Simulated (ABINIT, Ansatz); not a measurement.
# CsCaBr3 (Pm-3m): G0W0 on several meshes in ABINIT

How does the mesh move the gap of CsCaBr3 (Pm-3m)?

Main program and level: ABINIT 10.8.3; LDA and many-body steps on it, plane waves.

### 1. The starting structure

Symmetry: Pm-3m, No. 221, cubic system. Conventional cell: a = 5.709 Å, b = 5.709 Å, c = 5.709 Å, α = 90.00°, β = 90.00°, γ = 90.00°. Nearest to Cs lie 12 Br at 4.04 Å. Ca has 6 Br at 2.85 Å nearest. Br has 2 Ca at 2.85 Å and 4 Cs at 4.04 Å nearest. Farther neighbours and most contacts between anions are not listed.

The cell and positions are those that the Materials Project relaxed with its own functionals (PBE, PBE+U or r2SCAN), kept fixed. Spin-orbit coupling is left out unless a step names it.

### 2. Empty states on the mesh, 2×2×2 mesh, 631 bands

This step: ABINIT 10.8.3; DFT, LDA, plane waves, norm-conserving pseudopotentials.

The sums over transitions need many empty states on a uniform mesh; this step solves for them.

File run.abi:

```
acell 3*1.0 Angstrom
rprim 
  5.708665730000 0.000000000000 0.000000000000
  0.000000000000 5.708665730000 0.000000000000
  0.000000000000 0.000000000000 5.708665730000
ntypat 3
znucl 55 20 35
natom 5
typat 1 2 3 3 3
xred 
  0.000000000000 0.000000000000 0.000000000000
  0.500000000000 0.500000000000 0.500000000000
  0.500000000000 0.000000000000 0.500000000000
  0.000000000000 0.500000000000 0.500000000000
  0.500000000000 0.500000000000 0.000000000000
pp_dirpath "pseudos"
pseudos "Cs.upf, Ca.upf, Br.upf"
ecut 30
ngkpt 2 2 2
nshiftk 1
shiftk 0 0 0
kptopt 1
chksymbreak 0
iscf -2
irdden 1
istwfk *1
nband 631
nbdbuf 56
tolwfr 1e-09
nstep 60
prtvol 0
indata_prefix "in"
outdata_prefix "out"
tmpdata_prefix "tmp"
```

Command:

```sh
OMP_NUM_THREADS=1 mpirun -n 4 abinit run.abi > log
```

Numbers of over 12 decimals in the logs are rounded to 6 here.

Output:

```text
.Version 10.8.3 of ABINIT. v10.8.2 released Aug 2026.

 Symmetries : space group Pm -3 m (#221); Bravais cP (primitive cubic)
[... echo of the input left out ...]
== DATASET  1 ==================================================================
-   mpi_nproc: 4, omp_nthreads: 1 (-1 if OMP is not activated)

--- !DatasetInfo
iteration_state: {dtset: 1, }
dimensions: {natom: 5, nkpt: 4, mband: 631, nsppol: 1, nspinor: 1, nspden: 1, mpw: 9952, }
cutoff_energies: {ecut:  30.0, pawecutdg:  -1.0, }
[...]
4.35160    4.35174    4.36227    4.36227    4.36227    4.37359    4.37359    4.37359
   4.39670    4.39670    4.39670    4.41007    4.42569    4.42570    4.47419    4.47424
   4.47482    4.51483    4.51538    4.51630    4.51759    4.52204    4.54366
 prteigrs : prtvol=0 or 1, do not print more k-points.

== END DATASET(S) ==============================================================
================================================================================

 -outvars: echo values of variables after computation  --------
            nband         631
             nkpt           4
          spgroup         221
 [... the other variables as echoed above ...]

 Calculation completed.
```

Elapsed: 12 min, on 4 MPI ranks of Arm Neoverse V1, shared host; peak memory 0.81 GiB.

This step gave:

| Quantity | Value |
| --- | --- |
| gap | 4.079 eV |
| k of the valence top | 0.5, 0.5, 0.5 |
| k of the conduction bottom | 0, 0, 0 |
| least direct gap | 4.333 eV |
| k points computed | 4 |
| lowest point of the top converged band, above the valence top | 113.8924 eV |

On this mesh the gap is 4.079 eV.

The density comes from a self-consistent run that is not shown.

### 3. Screening, 2×2×2 mesh, 246 bands, screening to 141.5 eV

The RPA dielectric matrix is built and inverted for each q.

This step: RPA screening on LDA, plane waves, norm-conserving pseudopotentials.

Edit run.abi of step 2 so:

```diff
@@ -23,10 +23,11 @@
 chksymbreak 0
-iscf -2
-irdden 1
 istwfk *1
-nband 631
-nbdbuf 56
-tolwfr 1e-09
-nstep 60
-prtvol 0
+occopt 1
+irdwfk 1
+optdriver 3
+nband 246
+ecuteps 5.2
+inclvkb 2
+awtr 1
+symchi 1
 indata_prefix "in"
```

Output:

```text
.Version 10.8.3 of ABINIT. v10.8.2 released Aug 2026.

 Symmetries : space group Pm -3 m (#221); Bravais cP (primitive cubic)
[... echo of the input left out ...]
== DATASET  1 ==================================================================
-   mpi_nproc: 4, omp_nthreads: 1 (-1 if OMP is not activated)

--- !DatasetInfo
iteration_state: {dtset: 1, }
dimensions: {natom: 5, nkpt: 4, mband: 246, nsppol: 1, nspinor: 1, nspden: 1, mpw: 9952, }
cutoff_energies: {ecut:  30.0, pawecutdg:  -1.0, }
electrons: {nelect:   4.00000000E+01, charge:   0.00000000E+00, occopt:   1.00000000E+00, tsmear:   1.00000000E-02, }

 SCREENING: Calculation of the susceptibility and dielectric matrices

 Based on a program developped by R.W. Godby, V. Olevano, G. Onida, and L. Reining.
 Incorporated in ABINIT by V. Olevano, G.-M. Rignanese, and M. Torrent.
.Using double precision arithmetic ; gwpc =  8

[... cell and pseudopotentials left out ...]
--------------------------------------------------------------------------------

 ==== K-mesh for the wavefunctions ====
 Number of points in the irreducible wedge :     4
[... list of points left out ...]
 Together with 48 symmetry operations and time-reversal symmetry
 yields     8 points in the full Brillouin Zone.

 ==== Q-mesh for the screening function ====
 Number of points in the irreducible wedge :     4
[... list of points left out ...]
 Together with 48 symmetry operations and time-reversal symmetry
 yields     8 points in the full Brillouin Zone.

 setmesh: FFT mesh size selected  =    40x   40x   40
          total number of points  =        64000

 vcoul_init : cutoff-mode = AUXILIARY_FUNCTION
 q-points for optical limit:   1
     1)      0.000010    0.000020    0.000030

- screening: taking advantage of time-reversal symmetry
- Maximum band index for partially occupied states nbvw = 20
- Remaining bands to be divided among processors   nbcw = 226
- Number of bands treated by each node ~56

 Number of electrons calculated from density =   40.0000; Expected =   40.0000
 average of density, n =  0.031861
 r_s =    1.9568
 omega_plasma =   17.2181 [eV]

 calculating chi0 at frequencies [eV] :
  1    0.000000E+00    0.000000E+00
  2    0.000000E+00    1.721811E+01

--------------------------------------------------------------------------------
  q-point number  1        q = ( 0.000000, 0.000000, 0.000000) [r.l.u.]
--------------------------------------------------------------------------------
[... chi0 elements left out ...]
 For q-point:  0.000010 0.000020 0.000030
  dielectric constant =   3.2033
  dielectric constant without local fields =   3.7814

  Average fulfillment of the sum rule on Im[epsilon] for q-point    1 :     82.13  [%]
[... wings left out ...]
  q-point number  2        q = ( 0.500000, 0.000000, 0.000000) [r.l.u.]
--------------------------------------------------------------------------------
[... chi0 elements left out ...]
  Average fulfillment of the sum rule on Im[epsilon] for q-point    2 :     86.45  [%]

 [... 2 further q-points ...]
```

Wall time 93 s (4 MPI ranks); peak memory 2.2 GiB.

Numbers from this step:

```
ε∞ with local fields, on this mesh, along the program's q direction : 3.203
the same without local fields                                       : 3.781
plasma frequency                                                    : 17.22 eV
plane waves in the screening matrix                                 : 739
```

Local fields lower ε∞ by 15 %. On a Γ-centred mesh this coarse the value itself is usually too large, while a short band sum pulls it down.

### 4. 2×2×2

The self-energy is evaluated for the states that the input lists, and the levels follow from it, in one-shot runs by the linearised quasiparticle equation.

This step: G0W0 on LDA, plane waves, norm-conserving pseudopotentials.

Edit run.abi of step 3 so:

```diff
@@ -26,8 +26,17 @@
 irdwfk 1
-optdriver 3
+optdriver 4
 nband 246
+gwcalctyp 0
+ecutsigx 30
+symsigma 1
+nkptgw 2
+kptgw 
+  0.5000000000 0.5000000000 0.5000000000
+  0.0000000000 0.0000000000 0.0000000000
+bdgw 
+  18 23
+  18 24
 ecuteps 5.2
-inclvkb 2
-awtr 1
-symchi 1
+irdscr 1
+ppmodel 1
 indata_prefix "in"
```

Output:

```text
.Version 10.8.3 of ABINIT. v10.8.2 released Aug 2026.

 Symmetries : space group Pm -3 m (#221); Bravais cP (primitive cubic)
[... echo of the input left out ...]
== DATASET  1 ==================================================================
-   mpi_nproc: 4, omp_nthreads: 1 (-1 if OMP is not activated)

--- !DatasetInfo
iteration_state: {dtset: 1, }
dimensions: {natom: 5, nkpt: 4, mband: 246, nsppol: 1, nspinor: 1, nspden: 1, mpw: 9952, }
cutoff_energies: {ecut:  30.0, pawecutdg:  -1.0, }
electrons: {nelect:   4.00000000E+01, charge:   0.00000000E+00, occopt:   1.00000000E+00, tsmear:   1.00000000E-02, }

 SIGMA: Calculation of the GW corrections

 Based on a program developped by R.W. Godby, V. Olevano, G. Onida, and L. Reining.
 Incorporated in ABINIT by V. Olevano, G.-M. Rignanese, and M. Torrent.
.Using double precision arithmetic ; gwpc =  8

[... cell and pseudopotentials left out ...]
--------------------------------------------------------------------------------

 ==== K-mesh for the wavefunctions ====
 Number of points in the irreducible wedge :     4
[... list of points left out ...]
 Together with 48 symmetry operations and time-reversal symmetry
 yields     8 points in the full Brillouin Zone.

 ==== Q-mesh for screening function ====
 Number of points in the irreducible wedge :     4
[... list of points left out ...]
 Together with 48 symmetry operations and time-reversal symmetry
 yields     8 points in the full Brillouin Zone.

 vcoul_init : cutoff-mode = AUXILIARY_FUNCTION
 q-points for optical limit:   1
     1)      0.000010    0.000020    0.000030
 setmesh: FFT mesh size selected  =    54x   54x   54
          total number of points  =       157464

 Number of electrons calculated from density =   40.0000; Expected =   40.0000
 average of density, n =  0.031861
 r_s =    1.9568
 omega_plasma =   17.2181 [eV]

 === KS Band Gaps ===
  >>>> For spin  1
   Minimum direct gap =   4.3325 [eV], located at k-point      :   0.0000  0.0000  0.0000
   Fundamental gap    =   4.0789 [eV], Top of valence bands at :   0.5000  0.5000  0.5000
                                       Bottom of conduction at :   0.0000  0.0000  0.0000
 SIGMA fundamental parameters:
 PLASMON POLE MODEL  1
 number of plane-waves for SigmaX                 9795
 number of plane-waves for SigmaC and W            739
 number of plane-waves for wavefunctions          9795
 number of bands                                   246
 number of independent spin polarizations            1
 number of spinorial components                      1
 number of k-points in IBZ                           4
 number of q-points in IBZ                           4
 number of symmetry operations                      48
 number of k-points in BZ                            8
 number of q-points in BZ                            8
 number of frequencies for dSigma/dE                 9
 frequency step for dSigma/dE [eV]                0.25
 number of omega for Sigma on real axis              0
 max omega for Sigma on real axis  [eV]           0.00
 zcut for avoiding poles [eV]                     0.10

 EPSILON^-1 parameters (SCR file):
 dimension of the eps^-1 matrix on file            739
 dimension of the eps^-1 matrix used               739
 number of plane-waves for wavefunctions          9795
 number of bands                                   246
 number of q-points in IBZ                           4
 number of frequencies                               2
 number of real frequencies                          1
 number of imag frequencies                          1

 matrix elements of self-energy operator (all in [eV])

 Perturbative Calculation

--- !SelfEnergy_ee
iteration_state: {dtset: 1, }
kpoint     : [   0.500,    0.500,    0.500, ]
spin       : 1
KS_gap     :    5.719
QP_gap     :    8.059
Delta_QP_KS:    2.340
data: !SigmaeeData |
     Band     E0 <VxcDFT>   SigX SigC(E0)      Z dSigC/dE  Sig(E)    E-E0       E
       18   0.587 -12.794 -16.353   2.055   0.801  -0.248 -13.999  -1.205  -0.619
       19   0.587 -12.794 -16.353   2.055   0.801  -0.248 -13.999  -1.205  -0.619
       20   0.587 -12.794 -16.353   2.055   0.801  -0.248 -13.999  -1.205  -0.619
       21   6.306  -7.934  -3.495  -3.098   0.846  -0.183  -6.800   1.134   7.440
       22   6.306  -7.934  -3.495  -3.098   0.846  -0.183  -6.800   1.134   7.440
       23   6.306  -7.934  -3.495  -3.098   0.846  -0.183  -6.800   1.134   7.440

--- !SelfEnergy_ee
iteration_state: {dtset: 1, }
kpoint     : [   0.000,    0.000,    0.000, ]
spin       : 1
KS_gap     :    4.332
QP_gap     :    6.582
Delta_QP_KS:    2.249
data: !SigmaeeData |
     Band     E0 <VxcDFT>   SigX SigC(E0)      Z dSigC/dE  Sig(E)    E-E0       E
[...]
22   5.101 -11.208  -5.425  -3.508   0.827  -0.210  -9.328   1.880   6.981
       23   5.101 -11.208  -5.425  -3.508   0.827  -0.210  -9.328   1.880   6.981
       24   5.101 -11.208  -5.425  -3.508   0.827  -0.210  -9.328   1.880   6.981

== END DATASET(S) ==============================================================
================================================================================

 -outvars: echo values of variables after computation  --------
           etotal      0.0000000000E+00
            nband         246
             nkpt           4
          spgroup         221
 [... the other variables as echoed above ...]

 Calculation completed.
```

Run time: 87 s. Hardware: 4 MPI ranks; peak memory 2.3 GiB; 5.8 min of CPU time.

Numbers from this step:

* G0W0 gap on the points computed: 6.328 eV
* starting gap on the mesh: 4.079 eV
* k of the valence top: 0.5, 0.5, 0.5
* k of the conduction bottom: 0, 0, 0
* Z at the valence top: 0.801
* Z at the conduction bottom: 0.85
* least direct G0W0 gap on the computed points: 6.582 eV

The gap on the mesh goes from 4.08 eV to 6.33 eV, a correction of +2.25 eV.

### 5. Empty states on the mesh, 4×4×4 mesh, 270 bands

This step: DFT, LDA, plane waves, norm-conserving pseudopotentials.

Edit run.abi of step 4 so:

```diff
@@ -18,3 +18,3 @@
 ecut 30
-ngkpt 2 2 2
+ngkpt 4 4 4
 nshiftk 1
@@ -23,20 +23,10 @@
 chksymbreak 0
+iscf -2
+irdden 1
 istwfk *1
-occopt 1
-irdwfk 1
-optdriver 4
-nband 246
-gwcalctyp 0
-ecutsigx 30
-symsigma 1
-nkptgw 2
-kptgw 
-  0.5000000000 0.5000000000 0.5000000000
-  0.0000000000 0.0000000000 0.0000000000
-bdgw 
-  18 23
-  18 24
-ecuteps 5.2
-irdscr 1
-ppmodel 1
+nband 270
+nbdbuf 24
+tolwfr 1e-09
+nstep 60
+prtvol 0
 indata_prefix "in"
```

Output:

```text
.Version 10.8.3 of ABINIT. v10.8.2 released Aug 2026.

 Symmetries : space group Pm -3 m (#221); Bravais cP (primitive cubic)
[... echo of the input left out ...]
== DATASET  1 ==================================================================
-   mpi_nproc: 4, omp_nthreads: 1 (-1 if OMP is not activated)

--- !DatasetInfo
iteration_state: {dtset: 1, }
dimensions: {natom: 5, nkpt: 10, mband: 270, nsppol: 1, nspinor: 1, nspden: 1, mpw: 9952, }
cutoff_energies: {ecut:  30.0, pawecutdg:  -1.0, }
[...]
2.23395    2.24722    2.24722    2.24892    2.24892    2.24892    2.25542    2.25542
   2.25542    2.26600    2.26600    2.26600    2.27265    2.27265    2.30566    2.30566
   2.30566    2.33443    2.36199    2.50491    2.50716    2.51375
 prteigrs : prtvol=0 or 1, do not print more k-points.

== END DATASET(S) ==============================================================
================================================================================

 -outvars: echo values of variables after computation  --------
            nband         270
             nkpt          10
          spgroup         221
 [... the other variables as echoed above ...]

 Calculation completed.
```

Run time: 8.7 min. Hardware: 4 MPI ranks; peak memory 0.74 GiB; 35 min of CPU time.

Numbers from this step:

```yaml
gap: 4.079 eV
k_of_the_valence_top: 0.5, 0.5, 0.5
k_of_the_conduction_bottom: 0, 0, 0
least_direct_gap: 4.333 eV
k_points_computed: 10
lowest_point_of_the_top_converged_band_above_the_valence_top: 59.8065 eV
```

On this mesh the gap is 4.079 eV.

### 6. Screening, 4×4×4 mesh, 246 bands, screening to 141.5 eV

This step: RPA screening on LDA, plane waves, norm-conserving pseudopotentials.

Edit run.abi of step 5 so:

```diff
@@ -23,10 +23,11 @@
 chksymbreak 0
-iscf -2
-irdden 1
 istwfk *1
-nband 270
-nbdbuf 24
-tolwfr 1e-09
-nstep 60
-prtvol 0
+occopt 1
+irdwfk 1
+optdriver 3
+nband 246
+ecuteps 5.2
+inclvkb 2
+awtr 1
+symchi 1
 indata_prefix "in"
```

Output:

```text
.Version 10.8.3 of ABINIT. v10.8.2 released Aug 2026.

 Symmetries : space group Pm -3 m (#221); Bravais cP (primitive cubic)
[... echo of the input left out ...]
== DATASET  1 ==================================================================
-   mpi_nproc: 4, omp_nthreads: 1 (-1 if OMP is not activated)

--- !DatasetInfo
iteration_state: {dtset: 1, }
dimensions: {natom: 5, nkpt: 10, mband: 246, nsppol: 1, nspinor: 1, nspden: 1, mpw: 9952, }
cutoff_energies: {ecut:  30.0, pawecutdg:  -1.0, }
electrons: {nelect:   4.00000000E+01, charge:   0.00000000E+00, occopt:   1.00000000E+00, tsmear:   1.00000000E-02, }

 SCREENING: Calculation of the susceptibility and dielectric matrices

 Based on a program developped by R.W. Godby, V. Olevano, G. Onida, and L. Reining.
 Incorporated in ABINIT by V. Olevano, G.-M. Rignanese, and M. Torrent.
.Using double precision arithmetic ; gwpc =  8

[... cell and pseudopotentials left out ...]
--------------------------------------------------------------------------------

 ==== K-mesh for the wavefunctions ====
 Number of points in the irreducible wedge :    10
[... list of points left out ...]
 Together with 48 symmetry operations and time-reversal symmetry
 yields    64 points in the full Brillouin Zone.

 ==== Q-mesh for the screening function ====
 Number of points in the irreducible wedge :    10
[... list of points left out ...]
 Together with 48 symmetry operations and time-reversal symmetry
 yields    64 points in the full Brillouin Zone.

 setmesh: FFT mesh size selected  =    40x   40x   40
          total number of points  =        64000

 vcoul_init : cutoff-mode = AUXILIARY_FUNCTION
 q-points for optical limit:   1
     1)      0.000010    0.000020    0.000030

- screening: taking advantage of time-reversal symmetry
- Maximum band index for partially occupied states nbvw = 20
- Remaining bands to be divided among processors   nbcw = 226
- Number of bands treated by each node ~56

 Number of electrons calculated from density =   40.0000; Expected =   40.0000
 average of density, n =  0.031861
 r_s =    1.9568
 omega_plasma =   17.2181 [eV]

 calculating chi0 at frequencies [eV] :
  1    0.000000E+00    0.000000E+00
  2    0.000000E+00    1.721811E+01

--------------------------------------------------------------------------------
  q-point number  1        q = ( 0.000000, 0.000000, 0.000000) [r.l.u.]
--------------------------------------------------------------------------------
[... chi0 elements left out ...]
 For q-point:  0.000010 0.000020 0.000030
  dielectric constant =   2.9484
  dielectric constant without local fields =   3.5051

  Average fulfillment of the sum rule on Im[epsilon] for q-point    1 :     82.18  [%]
[... wings left out ...]
  q-point number  2        q = ( 0.250000, 0.000000, 0.000000) [r.l.u.]
--------------------------------------------------------------------------------
[... chi0 elements left out ...]
  Average fulfillment of the sum rule on Im[epsilon] for q-point    2 :     89.79  [%]

 [... 8 further q-points ...]
```

Elapsed: 14 min, on 4 MPI ranks; peak memory 4.3 GiB; 58 min of CPU time.

This step gave:

```yaml
eps_infinity_with_local_fields_on_this_mesh_along_the_program_s_q_direction: 2.948
the_same_without_local_fields: 3.505
plasma_frequency: 17.22 eV
plane_waves_in_the_screening_matrix: 739
```

[end of part 1 of 2]

[Paths, hosts, dates, memory and timing lines, banners, echoed tables and standing remarks are left out of the program output.]

[Logs are printed without paths, hosts, clocks, repeated set-up lines and the standing remarks that a program may print on its own settings, such as how far it seeks lower states.]

[Runs of the session that timed out or met a known fault of the program may be left out.]

[Hosts, paths, dates, database ids (printed as entryN), source tags and the programs' standing remarks are cut or masked in the printed files.]

[G0W0 gaps are taken among the corrected bands and points alone; a level outside them can change the order at an edge.]

[Where Ansatz stands beside ABINIT at settings called matched, ABINIT's density can come from a denser mesh and the files from another edition; pairs whose starting gaps differed by over 0.03 eV were left out, so agreement reads better than it is.]
